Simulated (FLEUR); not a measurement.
# Cobalt: energy less that of the parallel start, no spin polarisation against volume factor, fitted and tested on a withheld row

System: Cobalt, 2 Co in the cell, space group P6_3/mmc. From the study “Cobalt: orders along a scan of the volume”.

Method: LDA (VWN); all-electron FLAPW, Dirac cores, scalar-relativistic bands (FLEUR MaX-R8.1). Settings shared by all rows: kmax 3.73 1/bohr, hist occupations, smearing width 0.05 eV, 14×14×8 k-mesh. The opposed order is one of several, taken for its small cell; another can lie lower, so the scan does not name the ground state. Atoms were not relaxed at any point.

The table, with one value held back:

| volume factor | energy less that of the parallel start, no spin polarisation (meV a seeded atom) |
| --- | --- |
| 0.88 | 99.8 |
| 0.91 | 123.9 |
| 0.94 | 146.8 |
| 0.97 | 168.3 |
| 1 | 188.7 |
| 1.03 | 208.8 |
| 1.06 | 228.6 |
| 1.09 | ? |
| 1.12 | 267.8 |

Q: Fit the rows given and predict the energy less that of the parallel start, no spin polarisation at volume factor = 1.09.

**Law.** No simple law fixes this dependence; over a few percent of strain it is smooth while the state stays the same, so an empirical parabola in s = factor − 1 is fitted. In symbols, y = c0 + c1 s + c2 s², with energy less that of the parallel start, no spin polarisation in meV a seeded atom.

**Fit.** Least squares on 8 rows gives c0 = 188.886, c1 = 694.544 and c2 = -345.899.

| volume factor | s | computed | fit | computed − fit |
| --- | --- | --- | --- | --- |
| 0.88 | -0.12 | 99.8 | 100.56 | -0.76 |
| 0.91 | -0.09 | 123.9 | 123.58 | 0.32 |
| 0.94 | -0.06 | 146.8 | 145.97 | 0.83 |
| 0.97 | -0.03 | 168.3 | 167.74 | 0.56 |
| 1 | 0 | 188.7 | 188.89 | -0.19 |
| 1.03 | 0.03 | 208.8 | 209.41 | -0.61 |
| 1.06 | 0.06 | 228.6 | 229.31 | -0.71 |
| 1.12 | 0.12 | 267.8 | 267.25 | 0.55 |

At s = 0 the slope is 6.95 meV a seeded atom for each percent of the factor.

**Prediction.** At volume factor = 1.09, s = 0.09, so the law predicts 248.59 meV a seeded atom. The computed value is 248.5 meV a seeded atom, 0.09 below the prediction (under 0.1 % of it). The row lies between fitted rows, so this is an interpolation. The miss is smaller than the rms residual of the fit, 0.60.

[Hosts, paths, dates, database ids (printed as entryN), source tags and the programs' standing remarks are cut or masked in the printed files.]

[Where a cell is said to come from a database of computed structures, the database is the Materials Project.]
